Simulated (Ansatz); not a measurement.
HfC (Fm-3m): the Drude term of Re ε in the infrared

Re ε of HfC (Fm-3m) at low photon energies is read from one computed spectrum; the carriers' damping was typed as γ = 0.1 eV.

It takes space group Fm-3m (No. 225, cubic). Conventional cell: a = 4.650 Å, b = 4.650 Å, c = 4.650 Å, α = 90.00°, β = 90.00°, γ = 90.00°. Hf on site b is surrounded by 6 C at 2.33 Å. Around C on site a lie 6 Hf at 2.33 Å.

Method: Ansatz 0.2.0, PBE, independent particles, k-mesh 16×16×16 with interpolation inside its cells, Gaussian parameter 0.15 eV.

Launch of the response step: `ansatz run input.yaml --threads 4 --pin off --max-ram 8192MiB --backend cpu --events-out ev --progress --plain --runs-dir out`. The run took 35 s, on 4 threads of Arm Neoverse N1, with other jobs on the host.

```tsv
photon energy E (eV)	wavelength (µm)	Re ε
0.25	4.96	-121.1
0.30	4.13	-76.2
0.35	3.54	-49.1
0.40	3.10	-32.3
0.50	2.48	?
0.60	2.07	-5.9
0.70	1.77	-2.9
```

A Drude term over a constant background gives Re ε = ε_b − ωp²/(E² + γ²), linear in 1/(E² + γ²).

Working, on the rows shown:

| x = 1/(E² + γ²) (eV⁻²) | y = Re ε |
| --- | --- |
| 13.7931 | -121.1 |
| 10 | -76.2 |
| 7.54717 | -49.1 |
| 5.88235 | -32.3 |
| 2.7027 | -5.9 |
| 2 | -2.9 |

Means: x̄ = 6.9876, ȳ = -47.917. Σ(x − x̄)(y − ȳ) = -1006, Σ(x − x̄)² = 100.2. Slope = -1006 / 100.2 = -10.04; intercept = ȳ − slope · x̄ = 22.247. The line misses the rows shown by at most 5.1.

**Question.** Fill in the last column of the withheld row.

**Answer.** At x = 3.8462 the line gives y = -16.373. The run gave -14.1, so the interpolation is off by 2.3, 1.9 % of the range in the table.

Refitted with all rows, the slope is -10.1 and the intercept 22.94. These give ωp = √(−slope) = 3.18 eV, against 3.58 eV from the program's Fermi-surface sum, and an intercept of 22.9. Taking the program's Drude term off the rows leaves 56 at the lowest energy and 23 at the highest, so the background isn't constant: interband transitions lie in or near the window, and neither fitted number can be trusted. The cell comes from an older database entry, whose edges can be off by a per cent or so. The values come from a sum over the points of one k-mesh and carry its error, which is largest for Fermi-surface quantities. Spin-orbit coupling is left out.

[Logs are printed without paths, hosts, clocks, repeated set-up lines and the standing remarks that a program may print on its own settings, such as how far it seeks lower states.]
